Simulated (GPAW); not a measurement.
**Sn K ELNES/XANES of SnSe (Fm-3m) from DFT**

How does the Sn K edge of SnSe (Fm-3m) move when the bonds are compressed or stretched?

Method: X-ray absorption from dipole matrix elements to empty bands, plane-wave PAW LDA, in GPAW 26.7.0.

This is a report of a sequence of runs, with most program output left out.

## Step 1: Set-up

Symmetry: Fm-3m, No. 225, cubic system. Conventional cell: a = 6.020 Å, b = 6.020 Å, c = 6.020 Å, α = 90.00°, β = 90.00°, γ = 90.00°. Nearest to Sn lie 6 Se at 3.01 Å. Nearest to Se lie 6 Sn at 3.01 Å. Farther neighbours and most contacts between anions are not listed.

As a file:

```cif
data_structure
_symmetry_space_group_name_H-M 'Fm-3m'
_symmetry_Int_Tables_number 225
_cell_length_a 6.0200
_cell_length_b 6.0200
_cell_length_c 6.0200
_cell_angle_alpha 90.000
_cell_angle_beta 90.000
_cell_angle_gamma 90.000
_cell_volume 218.17
loop_
_atom_site_label
_atom_site_type_symbol
_atom_site_symmetry_multiplicity
_atom_site_Wyckoff_symbol
_atom_site_fract_x
_atom_site_fract_y
_atom_site_fract_z
_atom_site_occupancy
Sn1 Sn 4 a 0.00000 0.00000 0.00000 1
Se1 Se 4 b 0.50000 0.00000 0.00000 1
```

## Step 2: Ground state of the crystal

A plain self-consistent run shows whether there is a gap, which decides the set-up of the core-hole run.

scf.py

```python
import numpy as np
from ase import Atoms
from ase.parallel import parprint, paropen
from gpaw import GPAW, PW, FermiDirac, Mixer, MixerDif, setup_paths
from gpaw.test import gen
setup_paths.insert(0, '.')
gen('Sn', name='nch1s', xcname='LDA', corehole=(1, 0, 0), write_xml=True)
from gpaw.mpi import world
world.barrier()

atoms = Atoms('SnSe',
    cell=[[0, 3.01, 3.01],
     [3.01, 0, 3.01],
     [3.01, 3.01, 0]],
    scaled_positions=[[0, 0, 0],
     [0.5, 0.5, 0.5]],
    pbc=True)
atoms.calc = calc = GPAW(legacy_gpaw=True, mode=PW(430), xc='LDA', setups={0: 'nch1s'},
    kpts={'size': (7, 7, 7), 'gamma': True}, occupations=FermiDirac(0.05),
    charge=0, mixer=Mixer(0.1, 5, 50), maxiter=150,
    convergence={'density': 0.0001}, txt='scf.txt')
energy = atoms.get_potential_energy() + calc.get_reference_energy()
ef = calc.get_fermi_level()
out = dict(energy=energy, fermi=ef, forces=atoms.get_forces().tolist())
parprint(f'all-electron energy {energy:.4f} eV, Fermi level {ef:.4f} eV')
ev = np.array([[calc.get_eigenvalues(k, s) for k in range(len(calc.get_ibz_k_points()))] for s in range(calc.get_number_of_spins())])
out['homo'], out['lumo'], out['counts'] = ev[ev < ef].max(), ev[ev > ef].min(), sorted(set((ev < ef).sum((0, 2)).tolist()))
out['filled'] = (ev[:, 0] < ef).sum(1).tolist()
import json
with paropen('out.json', 'w') as f:
    json.dump(out, f)
```

Started as:

```
$ OMP_NUM_THREADS=1 mpirun -n 2 gpaw python scf.py
```

Run time: 7 s. Hardware: 2 MPI ranks of Arm Neoverse V1, shared host; peak memory 0.16 GiB.

The mesh shows a gap of 0.73 eV, so the hole is first treated in a charged cell, without the excited electron.

## Step 3: Supercell without a hole, the energy reference

The photon energy needs a difference of total energies, so the cell and mesh of the coming hole run are first run without a hole.

scf.py: that of step 2 with these lines changed.

```diff
@@ -10,11 +10,17 @@
 
-atoms = Atoms('SnSe',
-    cell=[[0, 3.01, 3.01],
-     [3.01, 0, 3.01],
-     [3.01, 3.01, 0]],
+atoms = Atoms('Sn4Se4',
+    cell=[[0, -6.02, 0],
+     [-6.02, 0, 0],
+     [0, 0, -6.02]],
     scaled_positions=[[0, 0, 0],
-     [0.5, 0.5, 0.5]],
+     [0.5, 0, 0.5],
+     [0, 0.5, 0.5],
+     [0.5, 0.5, 0],
+     [0.5, 0.5, 0.5],
+     [0, 0.5, 0],
+     [0.5, 0, 0],
+     [0, 0, 0.5]],
     pbc=True)
 atoms.calc = calc = GPAW(legacy_gpaw=True, mode=PW(430), xc='LDA', setups={0: 'nch1s'},
-    kpts={'size': (7, 7, 7), 'gamma': True}, occupations=FermiDirac(0.05),
+    kpts={'size': (3, 3, 3), 'gamma': True}, occupations=FermiDirac(0.02),
     charge=0, mixer=Mixer(0.1, 5, 50), maxiter=150,
```

It took 13 s on 2 MPI ranks; peak memory 0.23 GiB; 27 s of CPU time.

Reference energy: -935570.083 eV with the cores included.

## Step 4: Spectrum with FCH, Sn atom 1

The holes are 6.0 Å apart. In GPAW the data set carries the hole's charge, so charge=0 means a charged cell and charge=-1 a neutral one. The excited electron is left out and a uniform background balances the charge. After the field has converged, empty bands are computed with the density fixed and the dipole matrix elements are summed.

The absorber has 6 Se at 3.01 Å (octahedral, site symmetry m-3m).

xas.py

```python
import numpy as np
from ase import Atoms
from ase.parallel import parprint, paropen
from gpaw import GPAW, PW, FermiDirac, Mixer, MixerDif, setup_paths
from gpaw.test import gen
setup_paths.insert(0, '.')
gen('Sn', name='fch1s', xcname='LDA', corehole=(1, 0, 1), write_xml=True)
from gpaw.mpi import world
world.barrier()

atoms = Atoms('Sn4Se4',
    cell=[[0, -6.02, 0],
     [-6.02, 0, 0],
     [0, 0, -6.02]],
    scaled_positions=[[0, 0, 0],
     [0.5, 0, 0.5],
     [0, 0.5, 0.5],
     [0.5, 0.5, 0],
     [0.5, 0.5, 0.5],
     [0, 0.5, 0],
     [0.5, 0, 0],
     [0, 0, 0.5]],
    pbc=True)
atoms.calc = calc = GPAW(legacy_gpaw=True, mode=PW(430), xc='LDA', setups={0: 'fch1s'},
    kpts={'size': (3, 3, 3), 'gamma': True}, occupations=FermiDirac(0.02),
    charge=0, mixer=Mixer(0.1, 5, 50), maxiter=150,
    convergence={'density': 0.0001}, txt='scf.txt')
energy = atoms.get_potential_energy() + calc.get_reference_energy()
ef = calc.get_fermi_level()
out = dict(energy=energy, fermi=ef, forces=atoms.get_forces().tolist())
parprint(f'all-electron energy {energy:.4f} eV, Fermi level {ef:.4f} eV')
ev = np.array([[calc.get_eigenvalues(k, s) for k in range(len(calc.get_ibz_k_points()))] for s in range(calc.get_number_of_spins())])
out['homo'], out['lumo'], out['counts'] = ev[ev < ef].max(), ev[ev > ef].min(), sorted(set((ev < ef).sum((0, 2)).tolist()))
out['filled'] = (ev[:, 0] < ef).sum(1).tolist()

from ase.units import Ha
from gpaw.xas import dipole_matrix_elements
nb = int(calc.get_number_of_electrons() / 2) + 132
top, nb = nb, nb + 8 + nb // 12
nscf = calc.fixed_density(kpts={'size': (3, 3, 3), 'gamma': True}, nbands=nb,
    convergence={'bands': top, 'eigenstates': 1e-5}, maxiter=60, txt='nscf.txt')
cell = atoms.cell.array
ops = [cell.T @ U.T @ np.linalg.inv(cell.T) for U in nscf.wfs.kd.symmetry.op_scc]
filled = [40]  # bands filled in the ground state, by spin
E = np.arange(-6, 34, 0.1)
fwhm = np.interp(E, [4, 25], [8.49, 8.49])
Y, X, zero, highest = 0, 0, 1e9, 1e9
for spin in range(nscf.get_number_of_spins()):
    wfs = nscf.wfs
    A = dipole_matrix_elements(wfs.setups[0])
    eps = np.zeros((wfs.kd.nibzkpts, nb))
    d = np.zeros((3, A.shape[1], wfs.kd.nibzkpts, nb), complex)
    for kpt in wfs.kpt_u:
        if kpt.s == spin and 0 in kpt.P_ani:
            eps[kpt.k] = kpt.eps_n * Ha
            d[:, :, kpt.k] = (kpt.weight * wfs.nspins / 2) ** 0.5 * np.inner(A, kpt.P_ani[0])
    world.sum(eps)
    world.sum(d)
    T = np.einsum('amkn,bmkn->abkn', d, d.conj()).real
    T = sum(np.einsum('ai,ijkn,bj->abkn', R, T, R) for R in ops) / len(ops)
    empty = np.ones_like(eps, bool) & (np.arange(nb) >= filled[spin])
    zero, highest = min(zero, eps[empty].min()), min(highest, eps[:, top - 1].min())
    lines = [(eps, T, empty)] if spin == 0 else lines + [(eps, T, empty)]
for eps, T, empty in lines:
    f = np.einsum('aakn->akn', T).reshape(3, -1)
    x = eps.ravel() - zero
    w = np.interp(x, E, fwhm) / 2.35482
    g = np.exp(-0.5 * ((E[:, None] - x) / w) ** 2) / (w * (2 * np.pi) ** 0.5)
    Y = Y + (f * empty.ravel()) @ g.T
    X = X + (f * ~empty.ravel()) @ g.T
out.update(E=E.round(2).tolist(), xas=Y.tolist(), xes=X.tolist(), zero=zero, valid=highest - zero, nk=len(eps), nb=nb)
for i in range(0, len(E), 10):
    parprint(f'{E[i]:7.2f}', *(f'{v:10.3e}' for v in Y[:, i]))
import json
with paropen('out.json', 'w') as f:
    json.dump(out, f)
```

Started as:

```
$ OMP_NUM_THREADS=1 mpirun -n 2 gpaw python xas.py
```

The job ended after 57 s (2 MPI ranks; peak memory 0.33 GiB; 1.9 min of CPU time).

The Sn K spectrum, Sn atom 1, full core hole (charged cell) (energy from the lowest empty level; intensity scaled to a mean of 1 over the first 20 eV):

| E (eV) | intensity |
| --- | --- |
| -2.0 | 1.03 |
| -1.4 | 1.16 |
| -0.8 | 1.28 |
| -0.2 | 1.38 |
| 0.4 | 1.46 |
| 1.0 | 1.50 |
| 1.6 | 1.52 |
| 2.2 | 1.51 |
| 2.8 | 1.46 |
| 3.4 | 1.40 |
| 4.0 | 1.32 |
| 4.6 | 1.24 |
| 5.2 | 1.15 |
| 5.8 | 1.06 |
| 6.4 | 0.98 |
| 7.0 | 0.92 |
| 7.6 | 0.87 |
| 8.2 | 0.83 |
| 8.8 | 0.81 |
| 9.4 | 0.79 |
| 10.0 | 0.79 |
| 10.6 | 0.79 |
| 11.2 | 0.80 |
| 11.8 | 0.81 |
| 12.4 | 0.81 |
| 13.0 | 0.82 |
| 13.6 | 0.83 |
| 14.2 | 0.83 |
| 14.8 | 0.83 |
| 15.4 | 0.84 |
| 16.0 | 0.84 |
| 16.6 | 0.84 |
| 17.2 | 0.85 |
| 17.8 | 0.86 |
| 18.4 | 0.87 |
| 19.0 | 0.88 |
| 19.6 | 0.89 |
| 20.2 | 0.91 |
| 20.8 | 0.92 |
| 21.4 | 0.94 |
| 22.0 | 0.95 |
| 22.6 | 0.97 |
| 23.2 | 0.98 |
| 23.8 | 0.99 |
| 24.4 | 0.99 |
| 25.0 | 0.99 |
| 25.6 | 0.98 |
| 26.2 | 0.97 |
| 26.8 | 0.96 |
| 27.4 | 0.94 |
| 28.0 | 0.92 |
| 28.6 | 0.90 |
| 29.2 | 0.88 |
| 29.8 | 0.86 |
| 30.4 | 0.85 |
| 31.0 | 0.84 |
| 31.6 | 0.83 |

Main maxima below 27 eV (height): 1.6 eV (1.52) and 24.6 eV (0.99). A K edge sees empty p states on the absorber.

The energy difference (zero at 29257 eV) isn't read as a photon energy: for so heavy an absorber the terms left out (the hole's spin, the functional's error) amount to tens of eV or more.

## Step 5: Reference energy of the supercell

The cell changes for the next run, so it gets a reference energy of its own.

The cell differs from the one that the last finished run ended in (a 6.020 → 5.897 Å, b 6.020 → 5.897 Å, c 6.020 → 5.897 Å).

scf.py: that of step 3 with these lines changed.

```diff
@@ -11,5 +11,5 @@
 atoms = Atoms('Sn4Se4',
-    cell=[[0, -6.02, 0],
-     [-6.02, 0, 0],
-     [0, 0, -6.02]],
+    cell=[[0, -5.89710837, 0],
+     [-5.89710837, 0, 0],
+     [0, 0, -5.89710837]],
     scaled_positions=[[0, 0, 0],
```

Started as:

```
$ OMP_NUM_THREADS=1 mpirun -n 2 gpaw python scf.py
```

It took 12 s on 2 MPI ranks; peak memory 0.23 GiB.

Reference energy: -935570.274 eV with the cores included.

## Step 6: Spectrum with FCH, Sn atom 1

Shorter bonds are expected to push antibonding states and scattering resonances up, and longer ones down; the cell is scaled to test that.

Changed against the first core-hole run: volume scale from 1 to 0.94.

xas.py: that of step 4 with these lines changed.

```diff
@@ -11,5 +11,5 @@
 atoms = Atoms('Sn4Se4',
-    cell=[[0, -6.02, 0],
-     [-6.02, 0, 0],
-     [0, 0, -6.02]],
+    cell=[[0, -5.89710837, 0],
+     [-5.89710837, 0, 0],
+     [0, 0, -5.89710837]],
     scaled_positions=[[0, 0, 0],
@@ -37,3 +37,3 @@
 from gpaw.xas import dipole_matrix_elements
-nb = int(calc.get_number_of_electrons() / 2) + 132
+nb = int(calc.get_number_of_electrons() / 2) + 125
 top, nb = nb, nb + 8 + nb // 12
```

Started as:

```
$ OMP_NUM_THREADS=1 mpirun -n 2 gpaw python xas.py
```

Elapsed: 52 s, on 2 MPI ranks; peak memory 0.31 GiB.

| E (eV) | first run | this run |
| --- | --- | --- |
| -2.0 | 1.03 | 1.00 |
| -1.0 | 1.24 | 1.21 |
| 0.0 | 1.41 | 1.38 |
| 1.0 | 1.50 | 1.48 |
| 2.0 | 1.51 | 1.51 |
| 3.0 | 1.45 | 1.45 |
| 4.0 | 1.32 | 1.34 |
| 5.0 | 1.18 | 1.20 |
| 6.0 | 1.03 | 1.06 |
| 7.0 | 0.92 | 0.95 |
| 8.0 | 0.84 | 0.86 |
| 9.0 | 0.80 | 0.82 |
| 10.0 | 0.79 | 0.80 |
| 11.0 | 0.80 | 0.80 |
| 12.0 | 0.81 | 0.81 |
| 13.0 | 0.82 | 0.82 |
| 14.0 | 0.83 | 0.82 |
| 15.0 | 0.84 | 0.83 |
| 16.0 | 0.84 | 0.83 |
| 17.0 | 0.85 | 0.83 |
| 18.0 | 0.86 | 0.84 |
| 19.0 | 0.88 | 0.85 |
| 20.0 | 0.90 | 0.87 |
| 21.0 | 0.93 | 0.89 |
| 22.0 | 0.95 | 0.92 |
| 23.0 | 0.98 | 0.95 |
| 24.0 | 0.99 | 0.98 |
| 25.0 | 0.99 | 0.99 |
| 26.0 | 0.98 | 0.99 |
| 27.0 | 0.95 | 0.98 |
| 28.0 | 0.92 | 0.95 |
| 29.0 | 0.88 | 0.91 |
| 30.0 | 0.85 | 0.88 |
| 31.0 | 0.84 | 0.84 |

Against the first run the r.m.s. difference is 2 %. The highest intensity below 24 eV goes from 1.6 eV (1.52) to 1.8 eV (1.51).

The photon energy of the zero moves by +0.00 eV.

## Step 7: Supercell without a hole, the energy reference

The cell differs from the one that the last finished run ended in (a 5.897 → 5.959 Å, b 5.897 → 5.959 Å, c 5.897 → 5.959 Å).

scf.py: that of step 5 with these lines changed.

```diff
@@ -11,5 +11,5 @@
 atoms = Atoms('Sn4Se4',
-    cell=[[0, -5.89710837, 0],
-     [-5.89710837, 0, 0],
-     [0, 0, -5.89710837]],
+    cell=[[0, -5.95918776, 0],
+     [-5.95918776, 0, 0],
+     [0, 0, -5.95918776]],
     scaled_positions=[[0, 0, 0],
```

Started as:

```
$ OMP_NUM_THREADS=1 mpirun -n 2 gpaw python scf.py
```

Run time: 13 s. Hardware: 2 MPI ranks; peak memory 0.23 GiB; 26 s of CPU time.

Reference energy: -935570.208 eV with the cores included.

## Step 8: Spectrum with FCH, Sn atom 1

Changed against the first core-hole run: volume scale from 1 to 0.97.

xas.py: that of step 6 with these lines changed.

```diff
@@ -11,5 +11,5 @@
 atoms = Atoms('Sn4Se4',
-    cell=[[0, -5.89710837, 0],
-     [-5.89710837, 0, 0],
-     [0, 0, -5.89710837]],
+    cell=[[0, -5.95918776, 0],
+     [-5.95918776, 0, 0],
+     [0, 0, -5.95918776]],
     scaled_positions=[[0, 0, 0],
@@ -37,3 +37,3 @@
 from gpaw.xas import dipole_matrix_elements
-nb = int(calc.get_number_of_electrons() / 2) + 125
+nb = int(calc.get_number_of_electrons() / 2) + 129
 top, nb = nb, nb + 8 + nb // 12
```

Started as:

```
$ OMP_NUM_THREADS=1 mpirun -n 2 gpaw python xas.py
```

The job ended after 52 s (2 MPI ranks; peak memory 0.32 GiB; 1.7 min of CPU time).

| E (eV) | first run | this run |
| --- | --- | --- |
| -2.0 | 1.03 | 1.01 |
| -1.0 | 1.24 | 1.23 |
| 0.0 | 1.41 | 1.40 |
| 1.0 | 1.50 | 1.50 |
| 2.0 | 1.51 | 1.51 |
| 3.0 | 1.45 | 1.45 |
| 4.0 | 1.32 | 1.33 |
| 5.0 | 1.18 | 1.19 |
| 6.0 | 1.03 | 1.05 |
| 7.0 | 0.92 | 0.93 |
| 8.0 | 0.84 | 0.85 |
| 9.0 | 0.80 | 0.81 |
| 10.0 | 0.79 | 0.79 |
| 11.0 | 0.80 | 0.80 |
| 12.0 | 0.81 | 0.81 |
| 13.0 | 0.82 | 0.82 |
| 14.0 | 0.83 | 0.83 |
| 15.0 | 0.84 | 0.83 |
| 16.0 | 0.84 | 0.83 |
| 17.0 | 0.85 | 0.84 |
| 18.0 | 0.86 | 0.85 |
| 19.0 | 0.88 | 0.86 |
| 20.0 | 0.90 | 0.88 |
| 21.0 | 0.93 | 0.91 |
| 22.0 | 0.95 | 0.94 |
| 23.0 | 0.98 | 0.97 |
| 24.0 | 0.99 | 0.99 |
| 25.0 | 0.99 | 0.99 |
| 26.0 | 0.98 | 0.99 |
| 27.0 | 0.95 | 0.97 |
| 28.0 | 0.92 | 0.93 |
| 29.0 | 0.88 | 0.90 |
| 30.0 | 0.85 | 0.86 |
| 31.0 | 0.84 | 0.83 |

Against the first run the r.m.s. difference is 1 %. The highest intensity below 24 eV stays at 1.6 eV.

The photon energy of the zero moves by +0.00 eV.

## Step 9: Reference energy of the supercell

The cell differs from the one that the last finished run ended in (a 5.959 → 6.138 Å, b 5.959 → 6.138 Å, c 5.959 → 6.138 Å).

scf.py: that of step 7 with these lines changed.

```diff
@@ -11,5 +11,5 @@
 atoms = Atoms('Sn4Se4',
-    cell=[[0, -5.95918776, 0],
-     [-5.95918776, 0, 0],
-     [0, 0, -5.95918776]],
+    cell=[[0, -6.13806919, 0],
+     [-6.13806919, 0, 0],
+     [0, 0, -6.13806919]],
     scaled_positions=[[0, 0, 0],
```

Started as:

```
$ OMP_NUM_THREADS=1 mpirun -n 2 gpaw python scf.py
```

Wall time 12 s (2 MPI ranks); peak memory 0.23 GiB.

Reference energy: -935569.667 eV with the cores included.

## Step 10: Spectrum with FCH, Sn atom 1

Changed against the first core-hole run: volume scale from 1 to 1.06.

xas.py: that of step 8 with these lines changed.

```diff
@@ -11,5 +11,5 @@
 atoms = Atoms('Sn4Se4',
-    cell=[[0, -5.95918776, 0],
-     [-5.95918776, 0, 0],
-     [0, 0, -5.95918776]],
+    cell=[[0, -6.13806919, 0],
+     [-6.13806919, 0, 0],
+     [0, 0, -6.13806919]],
     scaled_positions=[[0, 0, 0],
@@ -37,3 +37,3 @@
 from gpaw.xas import dipole_matrix_elements
-nb = int(calc.get_number_of_electrons() / 2) + 129
+nb = int(calc.get_number_of_electrons() / 2) + 140
 top, nb = nb, nb + 8 + nb // 12
```

Started as:

```
$ OMP_NUM_THREADS=1 mpirun -n 2 gpaw python xas.py
```

Wall time 59 s (2 MPI ranks); peak memory 0.33 GiB.

| E (eV) | first run | this run |
| --- | --- | --- |
| -2.0 | 1.03 | 1.05 |
| -1.0 | 1.24 | 1.27 |
| 0.0 | 1.41 | 1.43 |
| 1.0 | 1.50 | 1.51 |
| 2.0 | 1.51 | 1.51 |
| 3.0 | 1.45 | 1.43 |
| 4.0 | 1.32 | 1.30 |
| 5.0 | 1.18 | 1.15 |
| 6.0 | 1.03 | 1.01 |
| 7.0 | 0.92 | 0.90 |
| 8.0 | 0.84 | 0.83 |
| 9.0 | 0.80 | 0.79 |
| 10.0 | 0.79 | 0.79 |
| 11.0 | 0.80 | 0.80 |
| 12.0 | 0.81 | 0.81 |
| 13.0 | 0.82 | 0.83 |
| 14.0 | 0.83 | 0.84 |
| 15.0 | 0.84 | 0.85 |
| 16.0 | 0.84 | 0.86 |
| 17.0 | 0.85 | 0.87 |
| 18.0 | 0.86 | 0.88 |
| 19.0 | 0.88 | 0.91 |
| 20.0 | 0.90 | 0.93 |
| 21.0 | 0.93 | 0.96 |
| 22.0 | 0.95 | 0.98 |
| 23.0 | 0.98 | 0.99 |
| 24.0 | 0.99 | 0.99 |
| 25.0 | 0.99 | 0.98 |
| 26.0 | 0.98 | 0.95 |
| 27.0 | 0.95 | 0.92 |
| 28.0 | 0.92 | 0.89 |
| 29.0 | 0.88 | 0.86 |
| 30.0 | 0.85 | 0.85 |
| 31.0 | 0.84 | 0.84 |

The scaled spectrum changes by 2 % r.m.s. The highest intensity below 24 eV goes from 1.6 eV (1.52) to 1.4 eV (1.52).

The photon energy of the zero moves by +0.00 eV.

## Step 11: The volumes side by side

| volume | nearest distance (Å) | shift of the zero (eV) | maximum 1 (eV above own zero) | maximum 2 (eV above own zero) |
| --- | --- | --- | --- | --- |
| 0.94 | 2.949 | +0.00 | 1.8 | 25.6 |
| 0.97 | 2.980 | +0.00 | 1.6 | 25.0 |
| 1 | 3.010 | +0.00 | 1.6 | 24.6 |
| 1.06 | 3.069 | +0.00 | 1.4 | 23.6 |

The curves, each shifted by its zero's change so that they share one photon-energy axis, counted from the zero at V × 1:

| E (eV) | V × 0.94 | V × 0.97 | V × 1 | V × 1.06 |
| --- | --- | --- | --- | --- |
| -2.0 | 1.00 | 1.01 | 1.03 | 1.05 |
| -1.0 | 1.21 | 1.23 | 1.24 | 1.27 |
| 0.0 | 1.38 | 1.40 | 1.41 | 1.43 |
| 1.0 | 1.48 | 1.50 | 1.50 | 1.51 |
| 2.0 | 1.51 | 1.51 | 1.51 | 1.51 |
| 3.0 | 1.45 | 1.45 | 1.45 | 1.43 |
| 4.0 | 1.34 | 1.33 | 1.32 | 1.30 |
| 5.0 | 1.20 | 1.19 | 1.18 | 1.15 |
| 6.0 | 1.06 | 1.05 | 1.03 | 1.01 |
| 7.0 | 0.95 | 0.93 | 0.92 | 0.90 |
| 8.0 | 0.86 | 0.85 | 0.84 | 0.83 |
| 9.0 | 0.82 | 0.81 | 0.80 | 0.79 |
| 10.0 | 0.80 | 0.79 | 0.79 | 0.79 |
| 11.0 | 0.80 | 0.80 | 0.80 | 0.80 |
| 12.0 | 0.81 | 0.81 | 0.81 | 0.81 |
| 13.0 | 0.82 | 0.82 | 0.82 | 0.83 |
| 14.0 | 0.82 | 0.83 | 0.83 | 0.84 |
| 15.0 | 0.83 | 0.83 | 0.84 | 0.85 |
| 16.0 | 0.83 | 0.83 | 0.84 | 0.86 |
| 17.0 | 0.83 | 0.84 | 0.85 | 0.87 |
| 18.0 | 0.84 | 0.85 | 0.86 | 0.88 |
| 19.0 | 0.85 | 0.86 | 0.88 | 0.91 |
| 20.0 | 0.87 | 0.88 | 0.90 | 0.93 |
| 21.0 | 0.89 | 0.91 | 0.93 | 0.96 |
| 22.0 | 0.92 | 0.94 | 0.95 | 0.98 |
| 23.0 | 0.95 | 0.97 | 0.98 | 0.99 |
| 24.0 | 0.98 | 0.99 | 0.99 | 0.99 |
| 25.0 | 0.99 | 0.99 | 0.99 | 0.98 |
| 26.0 | 0.99 | 0.99 | 0.98 | 0.95 |
| 27.0 | 0.98 | 0.97 | 0.95 | 0.92 |
| 28.0 | 0.95 | 0.93 | 0.92 | 0.89 |
| 29.0 | 0.91 | 0.90 | 0.88 | 0.86 |
| 30.0 | 0.88 | 0.86 | 0.85 | 0.85 |
| 31.0 | 0.84 | 0.83 | 0.84 | 0.84 |

## Step 12: Outcome

```yaml
absorber_and_edge: Sn K, atom 1 of the ground-state input (counted from 1)
surroundings: 6 Se at 3.01 Å (octahedral, site symmetry m-3m)
highest_intensity_below_24_ev: 1.6 eV above the zero, height 1.52
```

From V × 0.94 to V × 1.06 the nearest distance grows by 0.120 Å and the zero moves by +0.00 eV. Above their own zero, the maxima move from 1.8 to 1.4 eV and from 25.6 to 23.6 eV. The one highest in energy moves most, in the direction that the rule ΔE·R² ≈ constant for scattering resonances gives. The Sn K edge of atom 1, with 6 Se at 3.01 Å (octahedral, site symmetry m-3m), has its highest intensity of the first 24 eV at 1.6 eV above the zero, 1.5 times the mean level of the first 20 eV (Gaussian full width 8.49 eV). The script folds with a Gaussian, whereas the core hole's own line is a Lorentzian, so the onset is too steep and the first peak too high. The gap reads 0.73 to 1.67 eV on different meshes, so it is partly a figure of the sampling, and the zero with it. The holes are only 6.0 Å apart, so the shape is probably not converged with cell size; no larger cell was run here. The structure is a published determination, not relaxed.

[Logs are printed without paths, hosts, clocks, repeated set-up lines and the standing remarks that a program may print on its own settings, such as how far it seeks lower states.]

[Hosts, paths, dates, database ids (printed as entryN), source tags and the programs' standing remarks are cut or masked in the printed files.]

[Lists of maxima count a maximum above −3 eV only where it reaches 4 % of the highest in the window and stands out from its surroundings by 2 % of it (1.5 % where it reaches 55 %); shoulders and weaker maxima are passed over, and of the rest the first, up to two pre-edge ones and the few strongest are named.]
